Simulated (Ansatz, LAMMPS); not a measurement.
## Glassy 73SiO2-11CaO-11MgO-5SnO2 (mol %) (122 atoms): geometry optimisation

Aim: bring glassy 73SiO2-11CaO-11MgO-5SnO2 (mol %) (122 atoms) to a nearby minimum of the energy and see what moves.

Method: Kohn-Sham DFT, PBE, PAW (set soft_2), plane waves, in Ansatz 0.2.0.

## (1) The starting structure

The cell holds 122 atoms: 32 Si, 5 Ca, 5 Mg, 2 Sn and 78 O. Cell: a = 11.792 Å, b = 11.792 Å, c = 11.792 Å, α = 90.0°, β = 90.0°, γ = 90.0°. 122 atoms (32 Si, 5 Ca, 5 Mg, 2 Sn, 78 O) placed at random at 2.56 g/cm³, melted at 4000 K for 10 ps at fixed volume with the Morse and Coulomb pair potential with partial charges (Pedone, Malavasi, Menziani, Cormack and Segre, J. Phys. Chem. B 110, 11780 (2006)). Quenched from 4000 K to 300 K at 50 K/ps and fixed volume, held 10 ps at zero pressure.

Limits known from the start: The quench rate of 50 K/ps is many orders above laboratory rates, so the cell is likely richer in defects and strain than a real sample. The starting topology of bonds comes from the classical model. Only the Γ point is sampled, in a cell whose shortest periodic width is 12 Å.

## (2) The classical run that made the cell

A classical potential supplies the starting structure, since it reaches far longer times than DFT.

This step: classical MD, Morse and Coulomb pair potential with partial charges (Pedone, Malavasi, Menziani, Cormack and Segre, J. Phys. Chem. B 110, 11780 (2006)) (LAMMPS 22 Jul 2025 - Update 4).

in.lmp reads:

```
# melt-quench of Si32Ca5Mg5Sn2O78
units metal
atom_style charge
boundary p p p
region box block 0 12.0611 0 12.0611 0 12.0611
create_box 5 box
mass 1 28.0850   # Si
mass 2 40.0780   # Ca
mass 3 24.3050   # Mg
mass 4 118.7100   # Sn
mass 5 15.9990   # O
create_atoms 1 random 32 527386 NULL overlap 1.5 maxtry 2000
create_atoms 2 random 5 527393 NULL overlap 1.5 maxtry 2000
create_atoms 3 random 5 527400 NULL overlap 1.5 maxtry 2000
create_atoms 4 random 2 527407 NULL overlap 1.5 maxtry 2000
create_atoms 5 random 78 527414 NULL overlap 1.5 maxtry 2000
pair_style hybrid/overlay pedone 5.5 coul/long 8.0
pair_coeff * * coul/long
pair_coeff 1 5 pedone 0.340554 2.006700 2.100000 1   # Si-O
pair_coeff 2 5 pedone 0.030211 2.241334 2.923245 5   # Ca-O
pair_coeff 3 5 pedone 0.038908 2.281000 2.586153 5   # Mg-O
pair_coeff 4 5 pedone 0.079400 2.156770 2.633076 3   # Sn-O
pair_coeff 5 5 pedone 0.042395 1.379316 3.618701 22   # O-O
set type 1 charge 2.4
set type 2 charge 1.2
set type 3 charge 1.2
set type 4 charge 2.4
set type 5 charge -1.2
kspace_style pppm 1.0e-4
neigh_modify delay 0 every 1 check yes
thermo_style custom step time temp pe press density
thermo_modify norm yes
timestep 0.002
thermo 100
# [... 15 lines left out ...]
fix md all nvt temp 4000 300 0.2
run 37000 post no
unfix md
thermo 1666
fix md all npt temp 300 300 0.2 iso 0 0 2
run 5000 post no
unfix md
write_dump all custom glass.dump id type xs ys zs modify sort id
```

On the command line:

```console
> lmp -in in.lmp -log none -nocite
```

Numbers of over 12 decimals in the logs are rounded to 6 here.

What it wrote:

```text
LAMMPS (22 Jul 2025 - Update 4)
Created orthogonal box = (0 0 0) to (12.0611 12.0611 12.0611)
Created 32 atoms
Created 5 atoms
Created 5 atoms
Created 2 atoms
Created 78 atoms
PPPM initialization ...
  G vector (1/distance) = 0.37300602
  grid = 12 12 12
  estimated relative force accuracy = 9.4609924e-05
   Step          Time           Temp          PotEng         Press         Density
         0   0              0             -3.8635317      429428.29      2.5610167
        67   0.134          0             -15.762971     -7316.4069      2.5610167
Loop time of 0.141925 s on 1 MPI rank(s) for 67 steps with 122 atoms
Minimization stats:
[... 18 lines left out ...]
[... 1 line left out ...]
Loop time of 8.02548 s on 1 MPI rank(s) for 5000 steps with 122 atoms
   Step          Time           Temp          PotEng         Press         Density
[... 12 lines left out ...]
Loop time of 68.0289 s on 1 MPI rank(s) for 37000 steps with 122 atoms
   Step          Time           Temp          PotEng         Press         Density
[... 1 line left out ...]
     43316   86.632         270.95959     -15.944574     -8822.3102      2.6955036
     44982   89.964         277.53848     -15.940579      3409.1306      2.7132651
     46648   93.296         343.10104     -15.939109      3037.6075      2.7384305
     48000   96             289.48007     -15.943497      3880.3773      2.7400465
Loop time of 19.8895 s on 1 MPI rank(s) for 5000 steps with 122 atoms
```

Elapsed: 98 s, on 1 thread of Intel Xeon at 2.80GHz (Skylake/Cascade Lake), shared host; peak memory 0.35 GiB.

## (3) Single point at the start

The forces at the start show how far the geometry lies from a minimum of this functional.

input.yaml reads:

```yaml
crystal:
  lattice:
    - [11.79248, 0.0, 0.0]
    - [0.0, 11.79248, 0.0]
    - [0.0, 0.0, 11.79248]
  atoms:
    - { symbol: Si, position: [0.32698, 0.51329, 0.61361] }
    - { symbol: Si, position: [0.05152, 0.6833, 0.46069] }
    - { symbol: Si, position: [0.46228, 0.95222, 0.72062] }
    - { symbol: Si, position: [0.21243, 0.39085, 0.91757] }
    - { symbol: Si, position: [0.80392, 0.32236, 0.37988] }
    - { symbol: Si, position: [0.30663, 0.54032, 0.18957] }
    - { symbol: Si, position: [0.40314, 0.22299, 0.28088] }
    - { symbol: Si, position: [0.80629, 0.3177, 0.10524] }
    - { symbol: Si, position: [0.95394, 0.62767, 0.87986] }
    - { symbol: Si, position: [0.5162, 0.03085, 0.96836] }
    - { symbol: Si, position: [0.63357, 0.47861, 0.99012] }
    - { symbol: Si, position: [0.8749, 0.09023, 0.72859] }
    - { symbol: Si, position: [0.70529, 0.72051, 0.98351] }
    - { symbol: Si, position: [0.43879, 0.29541, 0.0287] }
    - { symbol: Si, position: [0.63965, 0.08673, 0.57973] }
    - { symbol: Si, position: [0.60424, 0.03889, 0.32977] }
    - { symbol: Si, position: [0.08888, 0.44061, 0.55464] }
    - { symbol: Si, position: [0.10967, 0.39156, 0.16771] }
    - { symbol: Si, position: [0.44485, 0.82797, 0.34278] }
    - { symbol: Si, position: [0.13492, 0.16627, 0.28218] }
    - { symbol: Si, position: [0.44308, 0.57672, 0.39637] }
    - { symbol: Si, position: [0.33245, 0.61534, 0.9432] }
    - { symbol: Si, position: [0.9488, 0.10804, 0.46919] }
    - { symbol: Si, position: [0.77118, 0.7417, 0.22661] }
    - { symbol: Si, position: [0.73528, 0.06071, 0.09467] }
    - { symbol: Si, position: [0.35182, 0.8463, 0.08123] }
    - { symbol: Si, position: [0.22548, 0.05252, 0.64649] }
    - { symbol: Si, position: [0.6693, 0.52629, 0.71903] }
    - { symbol: Si, position: [0.12856, 0.92279, 0.19214] }
    - { symbol: Si, position: [0.46255, 0.68123, 0.74452] }
    - { symbol: Si, position: [0.20897, 0.87364, 0.44885] }
    - { symbol: Si, position: [0.84833, 0.86151, 0.44516] }
    [... 84 atom lines left out ...]
    - { symbol: O, position: [0.21444, 0.17969, 0.60203] }
    - { symbol: O, position: [0.89282, 0.96644, 0.78189] }
    - { symbol: O, position: [0.40642, 0.40712, 0.61088] }
    - { symbol: O, position: [0.13961, 0.0394, 0.75205] }
    - { symbol: O, position: [0.64224, 0.01946, 0.0069] }
    - { symbol: O, position: [0.02595, 0.64018, 0.99561] }
kpoints:
  mp_grid: { grid: [1, 1, 1] }
hamiltonian:
  xc: pbe
scf:
  occupations: { method: fermi_dirac, width: 0.05 }
output:
  forces: true
  stress: true
  populations: true
  dos:
    method: { smearing: { sigma: 0.08 } }
    de: 0.1
    projected: { site_lists: { Ca: [Ca], Mg: [Mg], O: [O], Si: [Si], Sn: [Sn] } }
  eigenvalues: true
```

On the command line:

```console
> ansatz run input.yaml --threads 4 --pin off --max-ram 8192MiB --backend cpu --events-out ev --progress --plain --runs-dir out
```

What it wrote:

```text
Engine: ansatz 0.2.0, aarch64-unknown-linux-gnu
Pseudopotentials: kind: paw
Pseudopotential: Si, paw, valence charge 4, recommended cutoff 420 eV (normal), Si.paw.azcp
Pseudopotential: Ca, paw, valence charge 10, recommended cutoff 420 eV (normal), Ca.paw.azcp
Pseudopotential: Mg, paw, valence charge 10, recommended cutoff 420 eV (normal), Mg.paw.azcp
Pseudopotential: Sn, paw, valence charge 14, recommended cutoff 420 eV (normal), Sn.paw.azcp
Pseudopotential: O, paw, valence charge 6, recommended cutoff 420 eV (normal), O.paw.azcp
[... 5 lines on functional and potentials left out ...]
Crystal: 122 atoms, lattice volume = 1639.893 Å³
Basis set: ecut = 420 eV, 31967 PW (Γ), exchange–correlation on 160×160×160 points (8 copies of the dense FFT grid, shifted against one another)
Bands: 484, of which v1, the nominal top of the filled ones, is band 362 counted from 1 (361 counted from 0)
Symmetry: 1 space group operations
Space group: P1 (ITA 1), of the structure as read, at distance tolerance 1.2e-4 Å
k-points: 1
[... 11 lines on functional and potentials left out ...]
Initial density: superposition of atomic densities (neutral atoms: chi_scale 0, normalization atom), corrected by the library's trained network
Initial wavefunctions: pseudopotential atomic-orbital guess
Functional: x = pbe(κ = 0.804, μ = 0.219515), c = pbe(β = 0.066725)
SCF iter   1: F=—  HF=-95480.063912 eV  |F-HF|=—  |Δ(HF+E_count)|=         —  Δρ=2.13e-3  dr2=9.98e-2  ethr=1.77e-3  ⟨swp⟩=7.0  Hψ=2463  notcnv=0  defer=103
preconditioner: auto → Resta (q_TF=auto, 2.381 Å⁻¹)  ε∞=3.2  [insulator: Δε(μ)=2.977 eV  Ē_g=16.169 eV  σ=0.050 eV  W_gap=1.00  n_scr=364 (ndim 8)  ℏωp=23.8 eV  f_vac=0.152  D(μ)=0.00/eV (n_scr^D=0)  ε∞_Penn≈3.2]
SCF iter   2: F=—  HF=-95480.064913 eV  |F-HF|=—  |Δ(HF+E_count)|=   1.00e-3  Δρ=1.11e-3  dr2=2.34e-2  ethr=1.38e-5  ⟨swp⟩=2.0  Hψ=913  notcnv=0  defer=108
SCF iter   3: F=—  HF=-95480.067699 eV  |F-HF|=—  |Δ(HF+E_count)|=   2.79e-3  Δρ=4.81e-4  dr2=5.93e-3  ethr=3.23e-6  ⟨swp⟩=2.0  Hψ=606  notcnv=0  defer=108
SCF iter   4: F=—  HF=-95480.067691 eV  |F-HF|=—  |Δ(HF+E_count)|=   8.14e-6  Δρ=1.52e-4  dr2=4.51e-4  ethr=8.19e-7  ⟨swp⟩=2.0  Hψ=617  notcnv=0  defer=108
SCF iter   5: F=—  HF=-95480.067758 eV  |F-HF|=—  |Δ(HF+E_count)|=   6.69e-5  Δρ=9.07e-5  dr2=1.21e-4  ethr=6.23e-8  ⟨swp⟩=2.0  Hψ=725  notcnv=0  defer=108
SCF iter   6: F=—  HF=-95480.067775 eV  |F-HF|=—  |Δ(HF+E_count)|=   1.71e-5  Δρ=2.66e-5  dr2=1.18e-5  ethr=1.67e-8  ⟨swp⟩=2.0  Hψ=654  notcnv=0  defer=108
SCF iter   7: F=—  HF=-95480.067026 eV  |F-HF|=—  |Δ(HF+E_count)|=   7.49e-4  Δρ=1.22e-5  dr2=2.20e-6  ethr=1.63e-9  ⟨swp⟩=2.0  Hψ=846  notcnv=0  defer=116
SCF iter   8: F=—  HF=-95480.067027 eV  |F-HF|=—  |Δ(HF+E_count)|=   1.23e-6  Δρ=6.59e-6  dr2=6.26e-7  ethr=3.04e-10  ⟨swp⟩=2.0  Hψ=705  notcnv=0  defer=116
SCF iter   9: F=-95480.067027 eV  HF=-95480.067027 eV  |F-HF|=2.84e-9  |Δ(HF+E_count)|=   5.03e-8  Δρ=2.00e-6  dr2=6.37e-8  ethr=1.38e-11  ⟨swp⟩=16.0  Hψ=3141  notcnv=0
SCF 1 converged in 9 iterations: F = -95480.067027 eV  dr2 = 6.37e-8
  greatest PAW one-centre occupation: 1.000 electrons in one spin orbital (limit 2), on the Mg atom at site 38 (counted from 0), in its partial waves of l = 0
SCF converged after 9 iterations
Free energy (F): -95480.067027 eV
Harris-Foulkes:  -95480.067027 eV  (|F-HF|=2.84e-9)
Internal energy: -95480.067027 eV  (E = F + TS)
E sigma→0 (E₀):  -95480.067027 eV
Fermi energy:    5.651588 eV
--- Per-component energies (eV) ---
  E_band       = -5121.550613
  E_kinetic    = 17537.946501
  E_local      = -59137.176682  (includes V_loc(G=0)·N_el)
  E_nonlocal   = 5266.257384
  E_hartree    = 22773.912935
  E_xc         = -9183.808769
  E_vxc        = -10165.847076  (∫ρ·V_xc dr)
  E_paw        = -42871.546109  (= ΣΔE_a)
  E_vpaw       = -4170.749535  (= ΣTr[D̂ρ^β])
  E_aug_tail   = 0.199499  (compensation charges beyond the density's cutoff)
  E_ewald      = -29865.851786
  E_smearing   = -0.000000  (= −TS)
  E_closure    = 0.000000  (closes the sum)
  Σ components = -95480.067027   (vs F -95480.067027, Δ=0.00e0)
--- Forces (eV/Å), atoms counted from 1 ---
  atom   1  Si    -0.56728088     0.12009053    -3.53559767
  atom   2  Si    -0.22616897     1.88267846    -1.24497896
  atom   3  Si     0.58545471     0.59442657    -1.09537113
  atom   4  Si     1.05304279     0.84406904     1.51637134
  atom   5  Si     0.12828028     1.18748488     0.98573507
  atom   6  Si    -4.55814588     1.21014241    -4.11831292
  atom   7  Si     0.56723314     0.61216642     2.04594897
  atom   8  Si    -1.21403713    -1.32672686     1.04621549
  atom   9  Si    -1.10677220     2.20961501     1.65329521
  atom  10  Si    -2.18810773     1.83296949    -0.08279073
  atom  11  Si     2.18734765     0.44033395    -2.57806635
  atom  12  Si    -0.18363099    -0.90288179    -2.57725992
  atom  13  Si     0.24010278    -1.72192007     0.85992275
  atom  14  Si    -0.35084010    -1.03692763    -1.46707090
[...]
atom 121  O      1.26747338    -0.64706648    -0.42262037
  atom 122  O      1.00406162     0.38970723    -0.51104277
  max |Σ_I F_I| component: 1.76e-4 eV/Å
--- Stress (GPa, compression-positive) ---
        8.156921      -0.534455       0.465655
       -0.534455       4.573547       0.732318
        0.465655       0.732320       3.154157
  P = ⅓ Tr σ = 5.2949 GPa (52.949 kbar)
--- Band table (eV) ---
  k-point 0: bands = ["-70.0817", "-70.0118", "-69.9183", "-69.4865", [... 468 levels ...], "13.7845", "13.8127", "13.8502", "13.9003", "13.9417", "13.9627", "14.0244", "14.0504", "14.0916", "14.1164", "14.1481", "14.1647"]
--- Löwdin populations: 122 sites ---
  site symbol       q [e]
     0     Si      2.2582
     1     Si      2.2859
     2     Si      2.2020
[...]
121      O      6.8529
  spilling = 0.012578 (of n_electrons = 724.000000)
```

It took 38 s on 4 threads of Arm Neoverse V1, shared host; peak memory 2.4 GiB.

Reading the cycles: dr2 is the Hartree energy of the density residual (eV), the measure of convergence; HF is the Harris–Foulkes estimate of the energy, which meets the free energy F at convergence.

Read from the output:

* free energy: -95480.0670 eV
* free energy per atom: -782.6235 eV/atom
* SCF cycles: 9
* pressure: 5.295 GPa
* r.m.s. force component: 1.259 eV/Å
* longest force: 6.261 eV/Å
* Fermi energy: 5.652 eV
* gap (highest filled to lowest empty level): 3.017 eV
* spilling of the projection: 0.01258

The r.m.s. force component of 1.3 eV/Å and the pressure of 5.3 GPa set the starting point.

Length of the force by element:

| element | coordination | atoms | mean length of the force (eV/Å) | spread | least | most |
| --- | --- | --- | --- | --- | --- | --- |
| Ca | all | 5 | 1.10 | 0.202 | 0.858 | 1.41 |
| Mg | all | 5 | 1.03 | 0.378 | 0.506 | 1.64 |
| O | all | 78 | 1.85 | 0.947 | 0.259 | 3.86 |
| Si | all | 32 | 2.39 | 1.13 | 0.081 | 6.26 |
| Sn | all | 2 | 1.59 | 0.716 | 0.872 | 2.30 |

[end of part 1 of 3]

[Logs are printed without paths, hosts, clocks, repeated set-up lines and the standing remarks that a program may print on its own settings, such as how far it seeks lower states.]

[Hosts, paths, dates, database ids (printed as entryN), source tags and the programs' standing remarks are cut or masked in the printed files.]
